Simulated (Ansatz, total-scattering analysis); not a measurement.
# From S(Q) to neighbour shells

The sample: B2O3 (B 40.0, O 60.0 atom %) at 1500 K, fixed volume (mean pressure -2.1 GPa), ρ₀ = 0.0670 Å⁻³. The data come from ab initio molecular dynamics with Ansatz (PBE, plane waves, PAW default files, Langevin thermostat, no spin, fixed volume). The average runs over 0.92 ps of 70 atoms, so shells between rare elements are rough. Mean temperature 1446 K, largest m.s.d. 0.68 Å², energy drift -4 meV an atom (last third less first, no steady trend), Langevin friction 10 ps⁻¹; the first quarter of the run is discarded. Start: last frame of a classical run of this cell at the same density and temperature. So short a stretch relaxes bonds and nearest shells but still remembers its start. It is a melt by its history, in a run too short to show flow.

S(Q) is the Faber–Ziman total, Σ ci cj fi fj (Sij − 1)/⟨f⟩² + 1. Below 4 Å⁻¹ the partials are summed on the cell's own reciprocal vectors (from 0.62 Å⁻¹) and folded with a Gaussian of σ = 0.14 Å⁻¹; above it they are transforms of g(r) out to 6.9 Å, tapered over the last 40 %. The fold lowers sharp peaks, and with so few vectors their positions are good to about 0.1 Å⁻¹. X-rays take neutral-atom form factors, neutrons coherent lengths (B 6.65, O 5.8037 fm). Boron is taken as ¹¹B. G(r) = 4πrρ₀[g(r) − 1] carries the resolution of a Lorch-windowed transform up to 20 Å⁻¹. The patterns are simulated, not measured. The cell is small: beyond half the box only the part of each shell inside it is counted, and low-Q values rest on few vectors.

| Q (Å⁻¹) | X-ray | neutron |
| --- | --- | --- |
| 0.6 | 0.48 | 0.56 |
| 0.9 | 0.94 | 1.07 |
| 1.2 | 1.10 | 1.27 |
| 1.5 | 1.32 | 1.51 |
| 1.8 | 0.86 | 1.02 |
| 2.1 | 0.96 | 1.19 |
| 2.4 | 0.77 | 0.97 |
| 2.7 | 0.71 | 0.69 |
| 3.0 | 1.02 | 0.67 |
| 3.3 | 1.07 | 0.75 |
| 3.6 | 0.81 | 0.67 |
| 3.9 | 0.72 | 0.67 |
| 4.2 | 0.70 | 0.70 |
| 4.5 | 0.80 | 0.82 |
| 4.8 | 0.89 | 0.97 |
| 5.1 | 1.06 | 1.17 |
| 5.4 | 1.32 | 1.39 |
| 5.7 | 1.48 | 1.49 |
| 6.0 | 1.40 | 1.38 |
| 6.3 | 1.17 | 1.15 |
| 6.6 | 0.96 | 0.95 |
| 6.9 | 0.84 | 0.85 |
| 7.2 | 0.79 | 0.81 |
| 7.5 | 0.79 | 0.80 |
| 7.8 | 0.82 | 0.82 |
| 8.1 | 0.89 | 0.87 |
| 8.4 | 0.97 | 0.93 |
| 8.7 | 1.02 | 0.99 |
| 9.0 | 1.03 | 1.02 |
| 9.3 | 1.02 | 1.03 |
| 9.6 | 1.02 | 1.04 |
| 9.9 | 1.05 | 1.08 |
| 10.2 | 1.09 | 1.12 |
| 10.5 | 1.12 | 1.14 |
| 10.8 | 1.11 | 1.12 |
| 11.1 | 1.07 | 1.06 |
| 11.4 | 1.01 | 0.99 |
| 11.7 | 0.94 | 0.93 |
| 12.0 | 0.90 | 0.89 |

G(r):

```tsv
r (Å)	X-ray	neutron
1.0	-1.03	-0.90
1.1	-1.02	-0.81
1.2	0.29	0.74
1.3	2.45	3.29
1.4	3.35	4.39
1.5	2.00	2.83
1.6	-0.26	0.22
1.7	-1.53	-1.26
1.8	-1.63	-1.49
1.9	-1.49	-1.54
2.0	-1.39	-1.63
2.1	-1.03	-1.43
2.2	-0.03	-0.72
2.3	1.34	0.31
2.4	2.14	1.10
2.5	1.78	1.13
2.6	0.58	0.43
2.7	-0.47	-0.38
2.8	-0.94	-0.85
2.9	-1.04	-0.95
3.0	-0.96	-0.83
3.1	-0.82	-0.63
3.2	-0.67	-0.47
3.3	-0.54	-0.31
3.4	-0.38	-0.11
3.5	-0.16	0.15
3.6	0.05	0.39
3.7	0.12	0.44
3.8	-0.04	0.21
3.9	-0.25	-0.10
4.0	-0.30	-0.27
4.1	-0.18	-0.26
4.2	0.03	-0.15
4.3	0.26	-0.02
4.4	0.45	0.08
4.5	0.55	0.13
4.6	0.52	0.11
4.7	0.38	0.03
4.8	0.14	-0.08
4.9	-0.10	-0.16
5.0	-0.25	-0.20
5.1	-0.34	-0.21
5.2	-0.38	-0.21
5.3	-0.35	-0.17
5.4	-0.23	-0.04
5.5	-0.04	0.14
5.6	0.15	0.32
5.7	0.30	0.43
5.8	0.38	0.47
5.9	0.38	0.46
6.0	0.35	0.42
```

Q: Assign the low-r maxima. Which coordination numbers can be read off, and what are they?

Each pair enters with the weight ci cj fi fj (2 − δij)/⟨f⟩², taking f = Z for X-rays at Q = 0: O–O 0.50 / 0.32; B–O 0.42 / 0.49; B–B 0.09 / 0.19 (X-ray / neutron).

| radiation | maximum (Å) | G (Å⁻²) | pairs that make it (share of the curvature of G, each pair at the same resolution) |
| --- | --- | --- | --- |
| X-ray | 1.39 | 3.42 | B–O 100 % |
| X-ray | 2.42 | 2.19 | O–O 98 % |
| X-ray | 3.68 | 0.13 | B–O 100 % |
| X-ray | 4.53 | 0.56 | O–O 100 % |
| neutron | 1.39 | 4.46 | B–O 100 % |
| neutron | 2.45 | 1.24 | O–O 84 %, B–B 16 % |
| neutron | 3.66 | 0.46 | B–O 100 % |

The first neutron peak is mostly one pair, so its area estimates the neighbours: ∫ r [G + 4πρ₀r] dr from 0.93 to 1.78 Å is 2.46, and times c(O)/weight = 0.600/0.491 gives 3.0 O around each B; the count from the coordinates is 3.00.

From the coordinates:

| pair | first peak (Å) | g there | first minimum (Å) | g there | neighbours |
| --- | --- | --- | --- | --- | --- |
| B–O | 1.38 | 16.7 | 1.78 | 0.04 | 3.0 O per B, 2.0 B per O |
| O–O | 2.40 | 4.8 | 2.84 | 0.44 | 4.3 |
| B–B | 2.59 | 3.8 | 3.08 | 0.27 | 3.1 |

Bonded neighbours (only these pairs count: cutoffs B–O 1.78 Å): B: 3 100 %; O: 2 100 %. Bridging oxygens per network former of four or fewer bonds: B: Q3 100 %. Oxygen by network formers bound (Si, B, P, Ge and Al count): two 100 %. O–B–O peak at 118° and B–O–B peak at 136°. These counts come from 15 frames.

Unlike atoms are nearest: the pair functions peak at 1.38 Å (B–O) and 2.40 Å (O–O). The ratio of these peaks, 1.73 (±0.04), compares with 1.73 for a triangle, 1.63 for a tetrahedron and 1.41 for an octahedron, and B has 3.0 anions. The weights that differ most between the probes (X-ray, neutron): O–O 0.50 and 0.32, B–B 0.09 and 0.19 and B–O 0.42 and 0.49.

[Logs are printed without paths, hosts, clocks, repeated set-up lines and the standing remarks that a program may print on its own settings, such as how far it seeks lower states.]
